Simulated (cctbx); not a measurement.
# Lattice, Laue class and space group of a new crystal

Cell: a = 6.9570 Å, b = 4.2810 Å, c = 7.7990 Å, α = 90.00°, β = 90.00°, γ = 90.00°. Expected content of the cell: Hf4 Fe4 Mg4.

The data are simulated with cctbx, not measured: Mo Kα, λ = 0.71073 Å, to d = 0.8 Å, 70 % of the full sphere, strongest reflection 70000 counts, noise from counting, a 1.5 % proportional error and a noise floor of 4 counts (s.d.); no absorption, some extinction.

A first pass over the reflections prints:

```text
1333 reflections to d = 0.801 A
centring   violations  <I/sigma> of those
    A        404 of   649     25.0
    B        482 of   654     27.9
    C        536 of   697     29.4
    I        365 of   655     10.3
    R        662 of   876     28.5
    F        711 of  1000     27.5
Laue class    unique    Rint  (classes that these axes allow; Friedel mates merged)
P -1              862   0.010
P 1 2/m 1         526   0.012
P 1 1 2/m         502   0.012
P 2/m 1 1         505   0.012
P m m m           311   0.013
space group    extra absences  I>4sigma  <I/sigma>
P 2 2 2                 0          0         -  acentric
P 2 2 21                4          0       0.2  acentric
P 21 2 2                6          0       0.1  acentric
P 2 21 2                3          0       0.2  acentric
P 21 21 2               9          0       0.2  acentric
P 2 21 21               7          0       0.2  acentric
P 21 2 21              10          0       0.2  acentric
P 21 21 21             13          0       0.2  acentric
P m m 2                 0          0         -  acentric
P 2 m m                 0          0         -  acentric
P m 2 m                 0          0         -  acentric
P 21 m a               51          0       0.2  acentric
P m 2 a                51          0       0.2  acentric
P n m 21               56          0       0.0  acentric
P n 21 m               56          0       0.0  acentric
P n 21 a              107          0       0.1  acentric
P m m m                 0          0         -  centric
P m m a                51          0       0.2  centric
P n m m :1             56          0       0.0  centric
P n m m :2             56          0       0.0  centric
P n m a               107          0       0.1  centric
Wilson B = 0.45 A^2   <|E^2-1|> = 0.992 (0.968 centric, 0.736 acentric)   E^2>4: 2.5 %
shell (A)         n   <I/sigma>
 7.80 - 1.60     49     51.4
 1.60 - 1.27     41     64.5
 1.27 - 1.11     34     43.6
 1.11 - 1.01     39     57.1
 1.01 - 0.94     41     45.8
 0.94 - 0.88     30     66.8
 0.88 - 0.84     42     42.9
 0.84 - 0.80     35     44.2
```

**Question.** What are the lattice type, the Laue class and the likely space group?

Every centring test has many violations, so the lattice is primitive.

Rint stays low (0.010 to 0.013) up to P m m m, the highest class in these axes.

21 settings pass the absence test. The most absences obeyed, 107, belong to P n 21 a and P n m a, which absences can't tell apart.

⟨|E²−1|⟩ = 0.992 leans to a centrosymmetric structure. The Wilson B of 0.45 Å² means U ≈ 0.0057 Å².

The true group is Pnma (no. 62), Laue class mmm, centrosymmetric. The tables only narrow the choice to the tied entries; cell content, site symmetry and trial solutions must settle it.

This is a model crystal, built by substitution and not relaxed, with assumed displacement parameters.

[Logs are printed without paths, hosts, clocks, repeated set-up lines and the standing remarks that a program may print on its own settings, such as how far it seeks lower states.]
